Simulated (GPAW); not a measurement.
## F K ELNES/XANES of LiF (Griceite, Fm-3m) from DFT

What does one-electron theory with a core hole give for the F K edge of LiF (Griceite, Fm-3m)?

Calculated with GPAW 26.7.0; X-ray absorption from dipole matrix elements to empty bands, plane-wave PAW PBE.

Most raw output is cut from this account.

**1. Set-up**

The structure is cubic, space group Fm-3m (No. 225). Conventional cell: a = 4.028 Å, b = 4.028 Å, c = 4.028 Å, α = 90.00°, β = 90.00°, γ = 90.00°. F has 6 Li at 2.01 Å nearest. Li has 6 F at 2.01 Å nearest. Farther neighbours and most contacts between anions are not listed.

As a file:

```xyz
2
Lattice="0.0000 2.0140 2.0140 2.0140 0.0000 2.0140 2.0140 2.0140 0.0000" Properties=species:S:1:pos:R:3 pbc="T T T"
F     2.0140    2.0140    2.0140
Li    0.0000    0.0000    0.0000
```

**2. The field without a hole**

The ground state comes first: it tells whether the system has a gap, which decides how the excited electron is treated.

Contents of scf.py:

```python
import numpy as np
from ase import Atoms
from ase.parallel import parprint, paropen
from gpaw import GPAW, PW, FermiDirac, Mixer, MixerDif, setup_paths
from gpaw.test import gen
setup_paths.insert(0, '.')
gen('F', name='nch1s', xcname='PBE', corehole=(1, 0, 0), write_xml=True)

atoms = Atoms('FLi',
    cell=[[0, 2.014, 2.014],
     [2.014, 0, 2.014],
     [2.014, 2.014, 0]],
    scaled_positions=[[0.5, 0.5, 0.5],
     [0, 0, 0]],
    pbc=True)
atoms.calc = calc = GPAW(legacy_gpaw=True, mode=PW(500), xc='PBE', setups={0: 'nch1s'},
    kpts={'size': (11, 11, 11), 'gamma': True}, occupations=FermiDirac(0.05),
    charge=0, mixer=Mixer(0.1, 5, 50), maxiter=150,
    convergence={'density': 0.0001}, txt='scf.txt')
energy = atoms.get_potential_energy() + calc.get_reference_energy()
ef = calc.get_fermi_level()
out = dict(energy=energy, fermi=ef, forces=atoms.get_forces().tolist())
parprint(f'all-electron energy {energy:.4f} eV, Fermi level {ef:.4f} eV')
ev = np.array([[calc.get_eigenvalues(k, s) for k in range(len(calc.get_ibz_k_points()))] for s in range(calc.get_number_of_spins())])
out['homo'], out['lumo'], out['counts'] = ev[ev < ef].max(), ev[ev > ef].min(), sorted(set((ev < ef).sum((0, 2)).tolist()))
out['filled'] = (ev[:, 0] < ef).sum(1).tolist()
import json
with paropen('out.json', 'w') as f:
    json.dump(out, f)
```

Command:

```bash
> OMP_NUM_THREADS=1 python scf.py
```

It took 3.9 s on 1 thread of Intel Xeon 6975P-C (Granite Rapids), shared host; peak memory 0.13 GiB.

The mesh shows a gap of 9.06 eV, so the hole is first treated in a charged cell, without the excited electron.

**3. Spectrum without a core hole, F atom 1**

Without a hole the spectrum is the empty density of states of the right symmetry on the absorber, weighted by matrix elements. It needs only the small cell and serves as the baseline. The data set with a hole of occupation 0 only carries the core orbital.

The absorber has 6 Li at 2.01 Å (octahedral, site symmetry m-3m).

Contents of xas.py:

```python
import numpy as np
from ase import Atoms
from ase.parallel import parprint, paropen
from gpaw import GPAW, PW, FermiDirac, Mixer, MixerDif, setup_paths
from gpaw.test import gen
setup_paths.insert(0, '.')
gen('F', name='nch1s', xcname='PBE', corehole=(1, 0, 0), write_xml=True)

atoms = Atoms('FLi',
    cell=[[0, 2.014, 2.014],
     [2.014, 0, 2.014],
     [2.014, 2.014, 0]],
    scaled_positions=[[0.5, 0.5, 0.5],
     [0, 0, 0]],
    pbc=True)
atoms.calc = calc = GPAW(legacy_gpaw=True, mode=PW(500), xc='PBE', setups={0: 'nch1s'},
    kpts={'size': (11, 11, 11), 'gamma': True}, occupations=FermiDirac(0.02),
    charge=0, mixer=Mixer(0.1, 5, 50), maxiter=150,
    convergence={'density': 0.0001}, txt='scf.txt')
energy = atoms.get_potential_energy() + calc.get_reference_energy()
ef = calc.get_fermi_level()
out = dict(energy=energy, fermi=ef, forces=atoms.get_forces().tolist())
parprint(f'all-electron energy {energy:.4f} eV, Fermi level {ef:.4f} eV')
ev = np.array([[calc.get_eigenvalues(k, s) for k in range(len(calc.get_ibz_k_points()))] for s in range(calc.get_number_of_spins())])
out['homo'], out['lumo'], out['counts'] = ev[ev < ef].max(), ev[ev > ef].min(), sorted(set((ev < ef).sum((0, 2)).tolist()))
out['filled'] = (ev[:, 0] < ef).sum(1).tolist()

from gpaw.xas import XAS
nb = int(calc.get_number_of_electrons() / 2) + 13
top = nb
nscf = calc.fixed_density(kpts={'size': (10, 10, 10), 'gamma': True},
    convergence={'eigenstates': 1.0}, txt='nscf.txt')
nscf.diagonalize_full_hamiltonian(nbands=nb)
cell = atoms.cell.array
ops = [cell.T @ U.T @ np.linalg.inv(cell.T) for U in nscf.wfs.kd.symmetry.op_scc]
filled = [4]  # bands filled in the ground state, by spin
E = np.arange(-25, 34, 0.1)
fwhm = np.interp(E, [4, 25], [0.9, 3.5])
Y, X, zero, highest = 0, 0, 1e9, 1e9
for spin in range(nscf.get_number_of_spins()):
    xas = XAS(nscf, mode='all', center=0, spin=spin)
    eps = xas.eps_kn
    d = xas.sigma_cmkn  # core-to-band dipole matrix elements, k weights included
    T = np.einsum('amkn,bmkn->abkn', d, d.conj()).real
    T = sum(np.einsum('ai,ijkn,bj->abkn', R, T, R) for R in ops) / len(ops)
    empty = np.ones_like(eps, bool) & (np.arange(nb) >= filled[spin])
    zero, highest = min(zero, eps[empty].min()), min(highest, eps[:, top - 1].min())
    lines = [(eps, T, empty)] if spin == 0 else lines + [(eps, T, empty)]
for eps, T, empty in lines:
    f = np.einsum('aakn->akn', T).reshape(3, -1)
    x = eps.ravel() - zero
    w = np.interp(x, E, fwhm) / 2.35482
    g = np.exp(-0.5 * ((E[:, None] - x) / w) ** 2) / (w * (2 * np.pi) ** 0.5)
    Y = Y + (f * empty.ravel()) @ g.T
    X = X + (f * ~empty.ravel()) @ g.T
out.update(E=E.round(2).tolist(), xas=Y.tolist(), xes=X.tolist(), zero=zero, valid=highest - zero, nk=len(eps), nb=nb)
for i in range(0, len(E), 10):
    parprint(f'{E[i]:7.2f}', *(f'{v:10.3e}' for v in Y[:, i]))
import json
with paropen('out.json', 'w') as f:
    json.dump(out, f)
```

Command:

```bash
> OMP_NUM_THREADS=1 python xas.py
```

Run time: 9.6 s. Hardware: 1 thread; peak memory 0.16 GiB.

The F K spectrum, F atom 1, no core hole (energy from the lowest empty level; intensity scaled to a mean of 1 over the first 20 eV):

| E (eV) | intensity |
| --- | --- |
| -2.00 | 0.00 |
| -1.25 | 0.00 |
| -0.50 | 0.00 |
| 0.25 | 0.04 |
| 1.00 | 0.21 |
| 1.75 | 0.55 |
| 2.50 | 0.89 |
| 3.25 | 1.08 |
| 4.00 | 1.39 |
| 4.75 | 1.36 |
| 5.50 | 2.07 |
| 6.25 | 3.14 |
| 7.00 | 3.14 |
| 7.75 | 1.88 |
| 8.50 | 0.94 |
| 9.25 | 1.23 |
| 10.00 | 2.12 |
| 10.75 | 2.25 |
| 11.50 | 1.40 |
| 12.25 | 0.68 |
| 13.00 | 0.38 |
| 13.75 | 0.28 |
| 14.50 | 0.24 |
| 15.25 | 0.20 |
| 16.00 | 0.17 |
| 16.75 | 0.16 |
| 17.50 | 0.16 |
| 18.25 | 0.17 |
| 19.00 | 0.21 |
| 19.75 | 0.27 |
| 20.50 | 0.36 |
| 21.25 | 0.44 |
| 22.00 | 0.48 |
| 22.75 | 0.49 |
| 23.50 | 0.50 |
| 24.25 | 0.59 |
| 25.00 | 0.78 |
| 25.75 | 1.07 |
| 26.50 | 1.39 |
| 27.25 | 1.65 |
| 28.00 | 1.73 |
| 28.75 | 1.60 |
| 29.50 | 1.29 |
| 30.25 | 0.93 |
| 31.00 | 0.64 |
| 31.75 | 0.49 |

Main maxima below 24 eV (height): 4.1 eV (1.40), 6.6 eV (3.37) and 10.5 eV (2.36). A K edge sees empty p states on the absorber.

The same matrix elements for filled bands give the F K emission of F atom 1 (ground-state approximation; energy from the lowest empty level, largest value 1):

| E (eV) | emission |
| --- | --- |
| -24.00 | 0.00 |
| -23.25 | 0.00 |
| -22.50 | 0.00 |
| -21.75 | 0.00 |
| -21.00 | 0.00 |
| -20.25 | 0.00 |
| -19.50 | 0.00 |
| -18.75 | 0.00 |
| -18.00 | 0.00 |
| -17.25 | 0.00 |
| -16.50 | 0.00 |
| -15.75 | 0.00 |
| -15.00 | 0.00 |
| -14.25 | 0.00 |
| -13.50 | 0.00 |
| -12.75 | 0.00 |
| -12.00 | 0.13 |
| -11.25 | 0.47 |
| -10.50 | 0.55 |
| -9.75 | 0.97 |
| -9.00 | 0.48 |
| -8.25 | 0.02 |
| -7.50 | 0.00 |
| -6.75 | 0.00 |
| -6.00 | 0.00 |
| -5.25 | 0.00 |
| -4.50 | 0.00 |
| -3.75 | 0.00 |
| -3.00 | 0.00 |
| -2.25 | 0.00 |
| -1.50 | 0.00 |
| -0.75 | 0.00 |
| 0.00 | 0.00 |
| 0.75 | 0.00 |
| 1.50 | 0.00 |
| 2.25 | 0.00 |
| 3.00 | 0.00 |

Emission maxima: -9.6 eV (1.00).

**4. Supercell without a hole, the energy reference**

The photon energy needs a difference of total energies, so the cell and mesh of the coming hole run are first run without a hole.

Edit scf.py of step 2 so:

```diff
@@ -8,11 +8,25 @@
 
-atoms = Atoms('FLi',
-    cell=[[0, 2.014, 2.014],
-     [2.014, 0, 2.014],
-     [2.014, 2.014, 0]],
-    scaled_positions=[[0.5, 0.5, 0.5],
-     [0, 0, 0]],
+atoms = Atoms('F8Li8',
+    cell=[[0, 4.028, 4.028],
+     [4.028, 0, 4.028],
+     [4.028, 4.028, 0]],
+    scaled_positions=[[0.25, 0.25, 0.25],
+     [0.25, 0.25, 0.75],
+     [0.25, 0.75, 0.25],
+     [0.75, 0.25, 0.25],
+     [0.25, 0.75, 0.75],
+     [0.75, 0.25, 0.75],
+     [0.75, 0.75, 0.25],
+     [0.75, 0.75, 0.75],
+     [0, 0, 0],
+     [0, 0, 0.5],
+     [0, 0.5, 0],
+     [0.5, 0, 0],
+     [0, 0.5, 0.5],
+     [0.5, 0, 0.5],
+     [0.5, 0.5, 0],
+     [0.5, 0.5, 0.5]],
     pbc=True)
 atoms.calc = calc = GPAW(legacy_gpaw=True, mode=PW(500), xc='PBE', setups={0: 'nch1s'},
-    kpts={'size': (11, 11, 11), 'gamma': True}, occupations=FermiDirac(0.05),
+    kpts={'size': (4, 4, 4), 'gamma': True}, occupations=FermiDirac(0.02),
     charge=0, mixer=Mixer(0.1, 5, 50), maxiter=150,
```

Command:

```bash
> OMP_NUM_THREADS=1 python scf.py
```

The job ended after 20 s (1 thread; peak memory 0.25 GiB).

Reference energy: -23410.333 eV with the cores included.

**5. Spectrum with FCH, F atom 1**

The holes are 5.7 Å apart. In GPAW the data set carries the hole's charge, so charge=0 means a charged cell and charge=-1 a neutral one. The excited electron is left out and a uniform background balances the charge. After the field has converged, empty bands are computed with the density fixed and the dipole matrix elements are summed.

Edit xas.py of step 3 so:

```diff
@@ -6,13 +6,27 @@
 setup_paths.insert(0, '.')
-gen('F', name='nch1s', xcname='PBE', corehole=(1, 0, 0), write_xml=True)
+gen('F', name='fch1s', xcname='PBE', corehole=(1, 0, 1), write_xml=True)
 
-atoms = Atoms('FLi',
-    cell=[[0, 2.014, 2.014],
-     [2.014, 0, 2.014],
-     [2.014, 2.014, 0]],
-    scaled_positions=[[0.5, 0.5, 0.5],
-     [0, 0, 0]],
+atoms = Atoms('F8Li8',
+    cell=[[0, 4.028, 4.028],
+     [4.028, 0, 4.028],
+     [4.028, 4.028, 0]],
+    scaled_positions=[[0.25, 0.25, 0.25],
+     [0.25, 0.25, 0.75],
+     [0.25, 0.75, 0.25],
+     [0.75, 0.25, 0.25],
+     [0.25, 0.75, 0.75],
+     [0.75, 0.25, 0.75],
+     [0.75, 0.75, 0.25],
+     [0.75, 0.75, 0.75],
+     [0, 0, 0],
+     [0, 0, 0.5],
+     [0, 0.5, 0],
+     [0.5, 0, 0],
+     [0, 0.5, 0.5],
+     [0.5, 0, 0.5],
+     [0.5, 0.5, 0],
+     [0.5, 0.5, 0.5]],
     pbc=True)
-atoms.calc = calc = GPAW(legacy_gpaw=True, mode=PW(500), xc='PBE', setups={0: 'nch1s'},
-    kpts={'size': (11, 11, 11), 'gamma': True}, occupations=FermiDirac(0.02),
+atoms.calc = calc = GPAW(legacy_gpaw=True, mode=PW(500), xc='PBE', setups={0: 'fch1s'},
+    kpts={'size': (4, 4, 4), 'gamma': True}, occupations=FermiDirac(0.02),
     charge=0, mixer=Mixer(0.1, 5, 50), maxiter=150,
@@ -28,11 +42,10 @@
 from gpaw.xas import XAS
-nb = int(calc.get_number_of_electrons() / 2) + 13
-top = nb
-nscf = calc.fixed_density(kpts={'size': (10, 10, 10), 'gamma': True},
-    convergence={'eigenstates': 1.0}, txt='nscf.txt')
-nscf.diagonalize_full_hamiltonian(nbands=nb)
+nb = int(calc.get_number_of_electrons() / 2) + 81
+top, nb = nb, nb + 8 + nb // 12
+nscf = calc.fixed_density(kpts={'size': (5, 5, 5), 'gamma': True}, nbands=nb,
+    convergence={'bands': top, 'eigenstates': 1e-5}, maxiter=60, txt='nscf.txt')
 cell = atoms.cell.array
 ops = [cell.T @ U.T @ np.linalg.inv(cell.T) for U in nscf.wfs.kd.symmetry.op_scc]
-filled = [4]  # bands filled in the ground state, by spin
-E = np.arange(-25, 34, 0.1)
+filled = [32]  # bands filled in the ground state, by spin
+E = np.arange(-6, 34, 0.1)
 fwhm = np.interp(E, [4, 25], [0.9, 3.5])
```

Command:

```bash
> OMP_NUM_THREADS=1 python xas.py
```

It took 81 s on 1 thread; peak memory 0.37 GiB.

The F K spectrum, F atom 1, full core hole (charged cell) (energy from the lowest empty level; intensity scaled to a mean of 1 over the first 20 eV):

| E (eV) | intensity |
| --- | --- |
| -2.0 | 0.00 |
| -1.5 | 0.00 |
| -1.0 | 0.00 |
| -0.5 | 0.00 |
| 0.0 | 0.02 |
| 0.5 | 0.10 |
| 1.0 | 0.18 |
| 1.5 | 0.22 |
| 2.0 | 0.64 |
| 2.5 | 1.89 |
| 3.0 | 2.62 |
| 3.5 | 2.67 |
| 4.0 | 2.71 |
| 4.5 | 2.72 |
| 5.0 | 2.70 |
| 5.5 | 3.08 |
| 6.0 | 2.78 |
| 6.5 | 2.25 |
| 7.0 | 1.83 |
| 7.5 | 1.34 |
| 8.0 | 1.04 |
| 8.5 | 0.88 |
| 9.0 | 0.72 |
| 9.5 | 0.67 |
| 10.0 | 0.83 |
| 10.5 | 1.14 |
| 11.0 | 1.35 |
| 11.5 | 1.22 |
| 12.0 | 0.85 |
| 12.5 | 0.51 |
| 13.0 | 0.32 |
| 13.5 | 0.24 |
| 14.0 | 0.21 |
| 14.5 | 0.19 |
| 15.0 | 0.19 |
| 15.5 | 0.18 |
| 16.0 | 0.17 |
| 16.5 | 0.16 |
| 17.0 | 0.15 |
| 17.5 | 0.15 |
| 18.0 | 0.16 |
| 18.5 | 0.18 |
| 19.0 | 0.20 |
| 19.5 | 0.25 |
| 20.0 | 0.31 |
| 20.5 | 0.40 |
| 21.0 | 0.49 |
| 21.5 | 0.59 |
| 22.0 | 0.68 |
| 22.5 | 0.76 |
| 23.0 | 0.83 |
| 23.5 | 0.92 |
| 24.0 | 1.04 |
| 24.5 | 1.21 |
| 25.0 | 1.42 |
| 25.5 | 1.66 |
| 26.0 | 1.90 |
| 26.5 | 2.10 |
| 27.0 | 2.22 |
| 27.5 | 2.23 |
| 28.0 | 2.14 |
| 28.5 | 1.95 |
| 29.0 | 1.69 |
| 29.5 | 1.40 |

Main maxima below 24 eV (height): 4.3 eV (2.77), 5.6 eV (3.09) and 11.1 eV (1.35). 

The hole costs E(hole) − E(ground) = 689.74 eV, and the lowest empty level of the hole cell on the spectrum's mesh lies at 7.59 eV, which puts the zero at 697.33 eV. One term is added: -9.97 eV, since the hole is spin-paired here and a spin-polarised one costs that much less in the free atom (computed apart). The photon energy is then 687.36 eV. The functional and the charged cell's background leave an error of a few eV in such absolute values.

**6. Excitation energy, F atom 1**

With the excited electron kept in the cell the system stays neutral, and the energy difference is an excitation energy by itself. In a small cell that electron takes up a good share of the lowest empty band, or all of one, which shifts the value from the true onset.

Changed against the first core-hole run: core hole to XCH, with the smearing that suits a partly filled band.

Edit scf.py of step 4 so:

```diff
@@ -6,3 +6,3 @@
 setup_paths.insert(0, '.')
-gen('F', name='nch1s', xcname='PBE', corehole=(1, 0, 0), write_xml=True)
+gen('F', name='fch1s', xcname='PBE', corehole=(1, 0, 1), write_xml=True)
 
@@ -29,5 +29,5 @@
     pbc=True)
-atoms.calc = calc = GPAW(legacy_gpaw=True, mode=PW(500), xc='PBE', setups={0: 'nch1s'},
-    kpts={'size': (4, 4, 4), 'gamma': True}, occupations=FermiDirac(0.02),
-    charge=0, mixer=Mixer(0.1, 5, 50), maxiter=150,
+atoms.calc = calc = GPAW(legacy_gpaw=True, mode=PW(500), xc='PBE', setups={0: 'fch1s'},
+    kpts={'size': (4, 4, 4), 'gamma': True}, occupations=FermiDirac(0.04),
+    charge=-1, mixer=Mixer(0.1, 5, 50), maxiter=150,
     convergence={'density': 0.0001}, txt='scf.txt')
```

Command:

```bash
> OMP_NUM_THREADS=1 python scf.py
```

It took 22 s on 1 thread; peak memory 0.25 GiB.

The total-energy difference is 698.13 eV. With the free-atom term of -9.97 eV for this edge, the photon energy is 688.16 eV.

**7. With and without the hole**

Both curves are counted from their own zero, so only the shift of weight within the empty states shows.

| E (eV) | no hole | FCH |
| --- | --- | --- |
| -2.0 | 0.00 | 0.00 |
| -1.0 | 0.00 | 0.00 |
| 0.0 | 0.02 | 0.02 |
| 1.0 | 0.21 | 0.18 |
| 2.0 | 0.67 | 0.64 |
| 3.0 | 1.08 | 2.62 |
| 4.0 | 1.39 | 2.71 |
| 5.0 | 1.53 | 2.70 |
| 6.0 | 2.80 | 2.78 |
| 7.0 | 3.14 | 1.83 |
| 8.0 | 1.45 | 1.04 |
| 9.0 | 1.02 | 0.72 |
| 10.0 | 2.12 | 0.83 |
| 11.0 | 2.03 | 1.35 |
| 12.0 | 0.86 | 0.85 |
| 13.0 | 0.38 | 0.32 |
| 14.0 | 0.26 | 0.21 |
| 15.0 | 0.21 | 0.19 |
| 16.0 | 0.17 | 0.17 |
| 17.0 | 0.16 | 0.15 |
| 18.0 | 0.16 | 0.16 |
| 19.0 | 0.21 | 0.20 |
| 20.0 | 0.30 | 0.31 |
| 21.0 | 0.42 | 0.49 |
| 22.0 | 0.48 | 0.68 |
| 23.0 | 0.49 | 0.83 |
| 24.0 | 0.55 | 1.04 |
| 25.0 | 0.78 | 1.42 |
| 26.0 | 1.18 | 1.90 |
| 27.0 | 1.58 | 2.22 |
| 28.0 | 1.73 | 2.14 |
| 29.0 | 1.51 | 1.69 |

With each curve scaled to its own mean, the area from −2 to 6 eV with the hole is 10.5 against 6.1, and the centre of weight from −1 to 20 eV moves by -1.1 eV: the hole pulls the absorber's empty states down.

**8. What came out**

```
absorber and edge                               : F K, atom 1 of the ground-state input (counted from 1)
surroundings                                    : 6 Li at 2.01 Å (octahedral, site symmetry m-3m)
highest intensity below 16 eV                   : 5.6 eV above the zero, height 3.09
photon energy of the zero, with the added terms : 687.4 eV (raw 697.3 eV; uncertain by a few eV)
```

What this shows: The F K edge of atom 1, with 6 Li at 2.01 Å (octahedral, site symmetry m-3m), has its highest intensity of the first 16 eV at 5.6 eV above the zero, near 693 eV in photon energy (uncertain by a few eV), 3.1 times the mean level of the first 20 eV (Gaussian full width 0.9 eV up to 4 eV, rising linearly to 3.5 eV at 25 eV). With each curve scaled to its own mean, the area from −2 to 6 eV with the hole is 10.5 against 6.1, and the centre of weight from −1 to 20 eV moves by -1.1 eV: the hole pulls the absorber's empty states down. The neutral-cell energy lies +0.8 eV from the charged-cell zero, a gap made of the charged-cell error and of where the added electron settles. The holes are only 5.7 Å apart, so the shape is probably not converged with cell size; no larger cell was run here. The mesh is coarse (0.27 Å⁻¹ between points), so small maxima may be mesh ripples. Lifetime broadening is put in by hand, and intensities beyond about 20 eV depend on it and on the partial waves. The structure is a published determination, not relaxed.

[Logs are printed without paths, hosts, clocks, repeated set-up lines and the standing remarks that a program may print on its own settings, such as how far it seeks lower states.]

[Hosts, paths, dates, database ids (printed as entryN), source tags and the programs' standing remarks are cut or masked in the printed files.]

[Lists of maxima count a maximum above −3 eV only where it reaches 4 % of the highest in the window and stands out from its surroundings by 2 % of it (1.5 % where it reaches 55 %); shoulders and weaker maxima are passed over, and of the rest the first, up to two pre-edge ones and the few strongest are named.]
